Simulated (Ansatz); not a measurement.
# LiPtF3 (built on the sites of a database entry of KPdF3): following an unstable mode

Wanted: the energy along a soft mode of LiPtF3 (built on the sites of a database entry of KPdF3) and the structure at the end.

Method: DFT LDA, scalar-relativistic, plane waves, PAW, in Ansatz 0.2.0.

The structure was built from a prototype and need not be the compound's stable phase.

## (1) The structure

The structure is cubic, space group Pm-3m (No. 221). Conventional cell: a = 4.209 Å, b = 4.209 Å, c = 4.209 Å, α = 90.00°, β = 90.00°, γ = 90.00°. Li has 12 F at 2.98 Å nearest. Pt has 6 F at 2.10 Å nearest. Nearest to F lie 2 Pt at 2.10 Å. Farther neighbours and most contacts between anions are not listed.

## (2) The dispersion

The cell comes from relaxations at this level that are not shown. Stability and thermal properties need the whole zone. Linear response on a 4×4×4 q mesh gives force constants as far as a supercell of that size would.

Contents of input.yaml:

```yaml
crystal:
  lattice:
    - [4.2088759491, 0.0, 0.0]
    - [0.0, 4.2088759491, 0.0]
    - [0.0, 0.0, 4.2088759491]
  atoms:
    - { symbol: Li, position: [0.5, 0.5, 0.5] }
    - { symbol: Pt, position: [0.0, 0.0, 0.0] }
    - { symbol: F, position: [0.0, 0.5, 0.0] }
    - { symbol: F, position: [0.0, 0.0, 0.5] }
    - { symbol: F, position: [0.5, 0.0, 0.0] }
kpoints:
  mp_grid: { grid: [8, 8, 8] }
hamiltonian:
  xc: lda
scf:
  occupations: { method: methfessel_paxton, width: 0.2 }
output:
  eigenvalues: true
phonons:
  method: dfpt
  qmesh: [4, 4, 4]
  temperatures: { t_max: 1000, t_step: 50 }
  qpath:
    path:
      - [[0.0, 0.0, 0.0], [0.0, 0.5, 0.0], [0.5, 0.5, 0.0], [0.0, 0.0, 0.0], [0.5, 0.5, 0.5], [0.0, 0.5, 0.0]]
      - [[0.5, 0.5, 0.5], [0.5, 0.5, 0.0]]
    npoints: 10
```

The run is started by

```console
> ansatz run input.yaml --threads 8 --pin off --max-ram 14336MiB --backend cpu --events-out ev --progress --plain --runs-dir out
```

Numbers of over 12 decimals in the logs are rounded to 6 here.

The log of the run:

```text
Engine: ansatz 0.2.0, aarch64-unknown-linux-gnu
Pseudopotentials: kind: paw
Pseudopotential: Li, paw, valence charge 3, recommended cutoff 420 eV (normal), Li.paw.azcp
Pseudopotential: Pt, paw, valence charge 18, recommended cutoff 420 eV (normal), Pt.paw.azcp
Pseudopotential: F, paw, valence charge 7, recommended cutoff 420 eV (normal), F.paw.azcp
Functional definition: SPW92
  exchange = slater_x
  correlation = pw_c
Crystal: 5 atoms, lattice volume = 74.559 Å³
Basis set: ecut = 420 eV, 1419 PW (Γ), exchange–correlation on 60×60×60 points (8 copies of the dense FFT grid, shifted against one another)
Bands: 26, of which v1, the nominal top of the filled ones, is band 21 counted from 1 (20 counted from 0)
Symmetry: 48 space group operations
k-points: 35 of 512
Non-local potential: Li, projectors of the file, l = 0: 3, l = 1: 2, l = 2: 1
Non-local potential: Pt, projectors of the file, l = 0: 3, l = 1: 2, l = 2: 2, l = 3: 1
Non-local potential: F, projectors of the file, l = 0: 2, l = 1: 2, l = 2: 1
PAW form: soft (Blöchl's): semilocal exchange-correlation on the pseudo side does not see the compensation charge
PAW frozen core: Pt, regenerated for the run's functional, and the local potential with it (the file was generated under x = pbe(κ = 0.804, μ = 0.219515), c = pbe(β = 0.066725))
PAW frozen core: F, regenerated for the run's functional, and the local potential with it (the file was generated under x = pbe(κ = 0.804, μ = 0.219515), c = pbe(β = 0.066725))
PAW one-centre angular grid: Li, 110 points (default); XC on 64 Gauss nodes
PAW one-centre angular grid: Pt, 590 points (default); XC on 64 Gauss nodes
PAW one-centre angular grid: F, 110 points (default); XC on 64 Gauss nodes
Initial density: superposition of atomic densities (neutral atoms: chi_scale 0, normalization atom), corrected by the library's trained network
Initial wavefunctions: pseudopotential atomic-orbital guess
Functional: x = slater, c = lda
SCF iter   1: F=—  HF=-14825.586362 eV  |F-HF|=—  |Δ(HF+E_count)|=         —  Δρ=1.60e-2  dr2=1.33e-1  ethr=1.77e-3  ⟨swp⟩=5.1  Hψ=3408  notcnv=0
preconditioner: auto → none  [metal: Δε(μ)=0.050 eV  Ē_g=12.369 eV  σ=0.200 eV  W_gap=0.20  n_scr=18 (ndim 8)  ℏωp=24.3 eV  f_vac=0.284  D(μ)=0.78/eV (n_scr^D=0)  sad-step TF]
SCF iter   2: F=—  HF=-14825.549202 eV  |F-HF|=—  |Δ(HF+E_count)|=   3.72e-2  S|Δr|=    0.00e0  Δρ=3.99e-3  dr2=9.95e-3  ethr=3.17e-4  ⟨swp⟩=2.4  Hψ=1652  notcnv=0  defer=7
SCF iter   3: F=—  HF=-14825.547300 eV  |F-HF|=—  |Δ(HF+E_count)|=   1.90e-3  S|Δr|=    0.00e0  Δρ=2.49e-3  dr2=4.83e-3  ethr=2.37e-5  ⟨swp⟩=2.1  Hψ=1367  notcnv=0  defer=8
SCF iter   4: F=—  HF=-14825.546197 eV  |F-HF|=—  |Δ(HF+E_count)|=   1.10e-3  S|Δr|=    0.00e0  Δρ=1.06e-3  dr2=4.05e-4  ethr=1.15e-5  ⟨swp⟩=2.0  Hψ=1349  notcnv=0  defer=8
SCF iter   5: F=—  HF=-14825.546105 eV  |F-HF|=—  |Δ(HF+E_count)|=   9.20e-5  S|Δr|=    0.00e0  Δρ=1.96e-4  dr2=1.31e-5  ethr=9.65e-7  ⟨swp⟩=2.7  Hψ=1588  notcnv=0  defer=8
SCF iter   6: F=—  HF=-14825.546109 eV  |F-HF|=—  |Δ(HF+E_count)|=   3.75e-6  S|Δr|=    0.00e0  Δρ=1.61e-5  dr2=8.32e-8  ethr=3.12e-8  ⟨swp⟩=2.5  Hψ=1479  notcnv=0  defer=8
SCF iter   7: F=—  HF=-14825.546108 eV  |F-HF|=—  |Δ(HF+E_count)|=   1.25e-7  S|Δr|=    0.00e0  Δρ=1.18e-6  dr2=6.17e-10  ethr=1.98e-10  ⟨swp⟩=2.0  Hψ=1632  notcnv=0  defer=7
SCF iter   8: F=—  HF=-14825.546108 eV  |F-HF|=—  |Δ(HF+E_count)|=  5.78e-10  S|Δr|=    0.00e0  Δρ=1.64e-7  dr2=1.17e-11  ethr=1.47e-12  ⟨swp⟩=2.0  Hψ=1481  notcnv=0  defer=7
SCF iter   9: F=-14825.546108 eV  HF=-14825.546108 eV  |F-HF|=7.28e-12  |Δ(HF+E_count)|=  7.28e-12  S|Δr|=    0.00e0  Δρ=2.21e-8  dr2=1.98e-13  ethr=1.00e-12  ⟨swp⟩=6.3  Hψ=3486  notcnv=0
SCF 1 converged in 9 iterations: F = -14825.546108 eV  dr2 = 1.98e-13
  greatest PAW one-centre occupation: 1.000 electrons in one spin orbital (limit 2), on the Pt atom at site 1 (counted from 0), in its partial waves of l = 0
Initial density: read from a saved state, or passed on in memory by an earlier SCF of this step, an earlier step, the calling program or the single point that the run made first
iter 1 solved again at ethr=1.86e-7 eV; its pass at ethr=3.10e-3 eV (dr2=7.83e-5 eV) is discarded
SCF iter   1: F=—  HF=-14825.546115 eV  |F-HF|=—  |Δ(HF+E_count)|=         —  Δρ=6.54e-7  dr2=1.98e-10  ethr=1.86e-7  ⟨swp⟩=3.0  Hψ=5666  notcnv=0
eigensolver tolerance schedule: the retry pair's looser diagonalisation over-reported the residual by 395017.22 of it (diagonalisation noise at an unbounded share of the residual, at the tolerance the schedule requests for it); recorded, not acted on — ethr = c·dr2/N_el stays at c = 1.0e-1
preconditioner: auto → none  [metal: Δε(μ)=0.050 eV  Ē_g=12.517 eV  σ=0.200 eV  W_gap=0.21  n_scr=18 (ndim 8)  ℏωp=24.3 eV  f_vac=0.275  D(μ)=0.74/eV (n_scr^D=0)]
SCF iter   2: F=—  HF=-14825.546108 eV  |F-HF|=—  |Δ(HF+E_count)|=   6.76e-6  S|Δr|=    0.00e0  Δρ=6.92e-7  dr2=2.42e-10  ethr=1.00e-12  ⟨swp⟩=3.1  Hψ=2237  notcnv=0
SCF iter   3: F=—  HF=-14825.546108 eV  |F-HF|=—  |Δ(HF+E_count)|=  6.91e-11  S|Δr|=    0.00e0  Δρ=2.81e-7  dr2=3.91e-11  ethr=1.00e-12  ⟨swp⟩=1.9  Hψ=1233  notcnv=0
SCF iter   4: F=—  HF=-14825.546108 eV  |F-HF|=—  |Δ(HF+E_count)|=  1.09e-11  S|Δr|=    0.00e0  Δρ=1.99e-7  dr2=1.86e-11  ethr=1.00e-12  ⟨swp⟩=1.0  Hψ=910  notcnv=0
SCF iter   5: F=—  HF=-14825.546108 eV  |F-HF|=—  |Δ(HF+E_count)|=    0.00e0  S|Δr|=    0.00e0  Δρ=1.54e-7  dr2=1.11e-11  ethr=1.00e-12  ⟨swp⟩=2.0  Hψ=1502  notcnv=0
SCF iter   6: F=-14825.546108 eV  HF=-14825.546108 eV  |F-HF|=3.64e-12  |Δ(HF+E_count)|=  7.28e-12  S|Δr|=    0.00e0  Δρ=5.07e-8  dr2=1.17e-12  ethr=1.00e-12  ⟨swp⟩=2.0  Hψ=1787  notcnv=0
SCF 2 converged in 6 iterations: F = -14825.546108 eV  dr2 = 1.17e-12
phonons: the bands overlap, so this run is a metal and interpolates without the dipole-dipole term. If the crystal is really an insulator or semiconductor, its LO-TO splitting is missing
NSCF: frozen V_eff on 35 k-points
NSCF: frozen V_eff on 125 k-points
DFPT response loops at q = (0, 0, 0) (fractional): preconditioner auto → none (partly filled bands, converged f_vac=0.275); β = 0.50; Broyden in place of MSR1
NSCF: frozen V_eff on 400 k-points
DFPT response loops at q = (0, 0, 0.25) (fractional): mixed as the last ones told, above
NSCF: frozen V_eff on 250 k-points
DFPT response loops at q = (0, 0, -0.5) (fractional): mixed as the last ones told, above
NSCF: frozen V_eff on 640 k-points
DFPT response loops at q = (0, 0.25, 0.25) (fractional): mixed as the last ones told, above
NSCF: frozen V_eff on 400 k-points
DFPT response loops at q = (0, 0.25, -0.5) (fractional): mixed as the last ones told, above
NSCF: frozen V_eff on 250 k-points
DFPT response loops at q = (0, -0.5, -0.5) (fractional): mixed as the last ones told, above
NSCF: frozen V_eff on 1024 k-points
DFPT response loops at q = (0.25, 0.25, 0.25) (fractional): mixed as the last ones told, above
NSCF: frozen V_eff on 640 k-points
DFPT response loops at q = (0.25, 0.25, -0.5) (fractional): mixed as the last ones told, above
NSCF: frozen V_eff on 400 k-points
DFPT response loops at q = (0.25, -0.5, -0.5) (fractional): mixed as the last ones told, above
NSCF: frozen V_eff on 250 k-points
DFPT response loops at q = (-0.5, -0.5, -0.5) (fractional): mixed as the last ones told, above
SCF converged after 9 iterations
Stability not checked: this state was not tested for a lower state beside it, because cold or Methfessel-Paxton smearing, or corrected tetrahedra, fill the levels in a way that the test cannot read (fill_not_monotonic; see scf.lower_state_search)
Free energy (F): -14825.546108 eV
Harris-Foulkes:  -14825.546108 eV  (|F-HF|=7.28e-12)
Internal energy: -14825.547969 eV  (E = F + TS)
E sigma→0 (E₀):  -14825.546574 eV
Entropy (-TS):   0.001861 eV (0.372 meV/atom)
Fermi energy:    6.382456 eV
--- Per-component energies (eV) ---
  E_band       = -613.805985
  E_kinetic    = 1272.099590
  E_local      = -5277.141089  (includes V_loc(G=0)·N_el)
  E_nonlocal   = 405.061196
  E_hartree    = 2053.278229
  E_xc         = -500.831064
  E_vxc        = -614.060371  (∫ρ·V_xc dr)
  E_paw        = -9758.375330  (= ΣΔE_a)
  E_vpaw       = -506.327930  (= ΣTr[D̂ρ^β])
  E_aug_tail   = 0.006159  (compensation charges beyond the density's cutoff)
  E_ewald      = -3020.449283
  E_core_change = 0.803625  (= ΣΔE_core)
  E_smearing   = 0.001861  (= −TS)
  E_closure    = 0.000000  (closes the sum)
  Σ components = -14825.546108   (vs F -14825.546108, Δ=0.00e0)
--- Band table (eV; the first three rows and the last of 35) ---
  k-point 0: bands = [... 17 lower, 3.7755, 3.7755, 3.7755, 4.8811, 4.8811, 6.1481, 11.4932, 13.2093, ... 1 higher]
  k-point 1: bands = [... 17 lower, 3.7787, 3.9538, 3.9538, 4.8830, 5.2248, 6.4201, 11.4871, 12.6457, ... 1 higher]
  k-point 2: bands = [... 17 lower, 3.7866, 4.3439, 4.3439, 4.8874, 5.6857, 7.2690, 11.0356, 12.4420, ... 1 higher]
  k-point 34: bands = [... 17 lower, 5.4606, 5.4606, 5.4606, 8.4248, 8.4248, 10.6100, 11.9914, 11.9914, ... 1 higher]
--- Phonons (Γ-DFPT): 4 representative perturbations + reference (Σ response iterations 13) ---
  ASR residual: 1.809e-5 → 0.000e0 eV/Å²; symmetrization residual: 1.114e-6 eV/Å²
  ASR residual per site (eV/Å²): 6.81e-8 1.81e-5 1.69e-5 1.69e-5 1.69e-5
  Γ frequencies (cm⁻¹): -219.85 -219.85 -219.85 0.00 0.00 0.00 77.88 77.88 77.88 139.39 139.39 139.39 509.88 509.88 509.88
--- Phonons (arbitrary-q DFPT): 10 irreducible q on the 4×4×4 mesh ---
  q = [0.0000, 0.0000, 0.0000] (star 1, of the zone-centre solve; hermiticity 1.12e-7, symmetrization 7.46e-13): -219.85 -219.85 -219.85 -0.00 -0.00 0.00 77.88 77.88 77.88 139.39 139.39 139.39 509.88 509.88 509.88
  q = [0.0000, 0.0000, 0.2500] (star 6, 9 solved perturbations in 1560 linear systems a pass and spin channel, the states on 200 of 512 k-point pairs; hermiticity 1.68e-7, symmetrization 1.49e-13): -215.81 -215.81 -161.23 -32.96 -32.96 47.30 47.30 81.93 83.06 120.69 120.69 157.81 395.26 509.67 509.67
  q = [0.0000, 0.0000, -0.5000] (star 3, 9 solved perturbations in 975 linear systems a pass and spin channel, the states on 125 of 512 k-point pairs; hermiticity 2.22e-7, symmetrization 3.30e-13): -213.06 -213.06 -77.42 -77.42 -18.66 -18.66 18.55 82.71 90.08 98.24 98.24 202.36 232.45 509.30 509.30
  q = [0.0000, 0.2500, 0.2500] (star 12, 9 solved perturbations in 2460 linear systems a pass and spin channel, the states on 320 of 512 k-point pairs; hermiticity 1.43e-7, symmetrization 4.10e-14): -210.69 -204.33 -159.46 -61.11 -49.14 -45.76 47.95 71.07 86.78 99.85 158.49 163.83 350.61 424.26 509.49
  q = [0.0000, 0.2500, -0.5000] (star 12, 15 solved perturbations on 200 of 512 k-point pairs; hermiticity 2.04e-7, symmetrization 6.35e-13): -205.96 -199.66 -153.92 -103.61 -96.04 -67.16 46.87 65.67 76.98 112.22 169.02 206.05 211.40 401.06 509.14
  q = [0.0000, -0.5000, -0.5000] (star 3, 9 solved perturbations in 975 linear systems a pass and spin channel, the states on 125 of 512 k-point pairs; hermiticity 2.30e-7, symmetrization 3.39e-14): -196.73 -186.72 -186.72 -134.19 -114.91 -114.91 -46.99 58.96 123.62 123.62 175.41 212.42 212.42 282.65 508.76
  q = [0.2500, 0.2500, 0.2500] (star 8, 4 solved perturbations in 1376 linear systems a pass and spin channel, the states on 512 of 512 k-point pairs; hermiticity 1.17e-7, symmetrization 3.65e-13): -210.84 -210.84 -160.01 -72.76 -72.76 -65.25 21.17 79.91 79.91 148.07 148.07 166.28 350.53 350.53 447.06
  q = [0.2500, 0.2500, -0.5000] (star 12, 9 solved perturbations in 2460 linear systems a pass and spin channel, the states on 320 of 512 k-point pairs; hermiticity 1.47e-7, symmetrization 2.83e-13): -217.80 -194.71 -187.23 -117.21 -104.86 -76.99 71.14 87.13 109.20 116.59 164.86 201.43 202.76 343.78 437.45
  q = [0.2500, -0.5000, -0.5000] (star 6, 9 solved perturbations in 1560 linear systems a pass and spin channel, the states on 200 of 512 k-point pairs; hermiticity 1.70e-7, symmetrization 1.60e-13): -214.32 -208.76 -208.76 -134.43 -114.22 -114.22 92.46 99.89 126.46 126.46 160.79 199.57 199.57 234.77 417.97
  q = [-0.5000, -0.5000, -0.5000] (star 1, 4 solved perturbations in 350 linear systems a pass and spin channel, the states on 125 of 512 k-point pairs; hermiticity 1.12e-8, symmetrization 4.60e-13): -225.36 -225.36 -225.36 -134.68 -134.68 -134.68 140.51 140.51 140.51 163.83 163.83 179.39 179.39 179.39 365.70
  sum rule: each row above includes the acoustic sum rule's correction from the zone centre's row sums; it moved no ω² by more than (0.49 cm⁻¹)²
  mesh force constants: q→R imaginary residual 3.25e-19; ASR residual 1.809e-5 → 0.000e0 eV/Å²; symmetrization residual 1.066e-14 eV/Å²
  interpolated dispersion: 62 rows × 15 modes
  density of states and harmonic sums: on the 16×16×16 q-mesh, interpolated from the force constants of a 4×4×4 supercell (no non-analytic term)
  largest difference from the sums on the solved wave vectors: F 3.49e-2 eV, S 4.46e-5 and C_V 9.70e-6 eV/K
  zero-point energy: 0.112999 eV/cell   skipped modes (ω ≤ 0): 959, of them read as no rigid motion or as one in doubt: 956 (5.840e0 modes/cell left out, lowest -225.36 cm⁻¹)   left out of the sums: 3.89e-1 of the cell's modes: C_V's classical limit lies that fraction below 3 k_B per atom; for a crystal, a wire or a layer, F and S can be off by more, and a phonons.interpolated_qmesh denser along its periods is the remedy for the sampling
```

The job ended after 11 min (8 threads of Arm Neoverse N1, shared host; peak memory 2.3 GiB).

The column dr2 measures how far the density is from self-consistency, as an energy; F and HF (Harris–Foulkes) agree once it is small.

Numbers from this step:

```yaml
volume_per_atom: 14.91 Å³
gap_on_the_k_mesh: 0 eV
sum_rule_residual_before_enforcement: 1.81e-5 eV/Å²
lowest_frequency_on_the_path: -225.4 cm⁻¹
point_group: m-3m
highest_frequency_on_the_path_or_at_a_solved_wavevector: 509.9 cm⁻¹
highest_optical_mode_at_the_zone_centre_no_lo_to_term: 509.9 cm⁻¹
lowest_optical_zone_centre_mode: -219.8 cm⁻¹
lowest_mode_on_the_q_mesh_acoustic_modes_at_gamma_apart: -225.4 cm⁻¹
```

Frequencies (cm⁻¹) solved at each irreducible wavevector; negative means imaginary. Frequencies by wavevector, by row:

```
q in reciprocal lattice units  star  mode 1  mode 2  mode 3  mode 4  mode 13  mode 14  mode 15
                        0 0 0     1  -219.8  -219.8  -219.8       0    509.9    509.9    509.9
                     0 0 0.25     6  -215.8  -215.8  -161.2     -33    395.3    509.7    509.7
                     0 0 -0.5     3  -213.1  -213.1   -77.4   -77.4    232.4    509.3    509.3
                  0 0.25 0.25    12  -210.7  -204.3  -159.5   -61.1    350.6    424.3    509.5
                  0 0.25 -0.5    12    -206  -199.7  -153.9  -103.6    211.4    401.1    509.1
                  0 -0.5 -0.5     3  -196.7  -186.7  -186.7  -134.2    212.4    282.6    508.8
               0.25 0.25 0.25     8  -210.8  -210.8    -160   -72.8    350.5    350.5    447.1
               0.25 0.25 -0.5    12  -217.8  -194.7  -187.2  -117.2    202.8    343.8    437.4
               0.25 -0.5 -0.5     6  -214.3  -208.8  -208.8  -134.4    199.6    234.8      418
               -0.5 -0.5 -0.5     1  -225.4  -225.4  -225.4  -134.7    179.4    179.4    365.7
```

Interpolated from a 4×4×4 q mesh. Phonon branches along the path, in cm⁻¹:

```
    point  branch 1  branch 2  branch 3  branch 4  branch 12  branch 13  branch 14  branch 15
        Γ      -220      -220      -220         0        139        510        510        510
  halfway      -216      -216      -161       -33        158        395        510        510
        X      -213      -213       -77       -77        202        232        509        509
  halfway      -206      -200      -154      -104        206        211        401        509
        M      -197      -187      -187      -134        212        212        283        509
  halfway      -211      -204      -160       -61        164        351        424        510
        Γ      -220      -220      -220         0        139        510        510        510
  halfway      -211      -211      -160       -73        166        350        350        447
        R      -225      -225      -225      -135        179        179        179        366
  halfway      -218      -195      -187      -117        201        203        344        438
        X      -213      -213       -77       -77        202        232        509        509
jump to R      -225      -225      -225      -135        179        179        179        366
  halfway      -214      -209      -209      -134        200        200        235        418
        M      -197      -187      -187      -134        212        212        283        509
```

Symmetry leaves 10 wavevectors to solve. The lowest mode among them, the acoustic zeros apart, lies at q = (-0.5, -0.5, -0.5) and is imaginary, 225.4i cm⁻¹, so the energy falls along it.

## (3) The mode frozen in, largest atomic shift 0 Å

The mode followed lies at Γ with frequency 219.9i cm⁻¹ and is 3-fold degenerate, one of the unstable modes though not the softest. At small amplitude the distorted cell has space group no. 160 by a symmetry search on the positions. The undistorted cell that holds it gives the zero of energy on the same k mesh.

input.yaml, the sections that differ from step 2:

```yaml
output:
  forces: true
  stress: true
  eigenvalues: true
# crystal, kpoints, hamiltonian, scf: as in step 2
# phonons: removed
```

The log of the run:

```text
[...]
Crystal: 5 atoms, lattice volume = 74.559 Å³
Basis set: ecut = 420 eV, 1419 PW (Γ)
Bands: 26, of which v1, the nominal top of the filled ones, is band 21 counted from 1 (20 counted from 0)
Symmetry: 48 space group operations
[...]
k-points: 35 of 512
[...]
k-point 0: bands = [... 17 lower, 3.7755, 3.7755, 3.7755, 4.8811, 4.8811, 6.1481, 11.4933, 13.2093, ... 1 higher]
  k-point 1: bands = [... 17 lower, 3.7787, 3.9538, 3.9538, 4.8830, 5.2248, 6.4201, 11.4871, 12.6458, ... 1 higher]
  k-point 2: bands = [... 17 lower, 3.7866, 4.3439, 4.3439, 4.8874, 5.6857, 7.2690, 11.0356, 12.4420, ... 1 higher]
  k-point 34: bands = [... 17 lower, 5.4606, 5.4606, 5.4606, 8.4248, 8.4248, 10.6100, 11.9915, 11.9915, ... 1 higher]
[key lines of the parts left out:]
SCF converged after 7 iterations
Free energy (F): -14825.546105 eV
Fermi energy:    6.382462 eV
P = ⅓ Tr σ = -0.0033 GPa (-0.033 kbar)
```

Elapsed: 1.2 s, on 8 threads; peak memory 0.42 GiB; 6.8 s of CPU time.

Numbers from this step:

| Property | Result |
| --- | --- |
| pressure | -0.003253 GPa |
| energy from the undistorted cell | 0 meV/atom |

The run ends at a pressure of 0.00 GPa.

[end of part 1 of 3]

[Logs are printed without paths, hosts, clocks, repeated set-up lines and the standing remarks that a program may print on its own settings, such as how far it seeks lower states.]

[Hosts, paths, dates, database ids (printed as entryN), source tags and the programs' standing remarks are cut or masked in the printed files.]
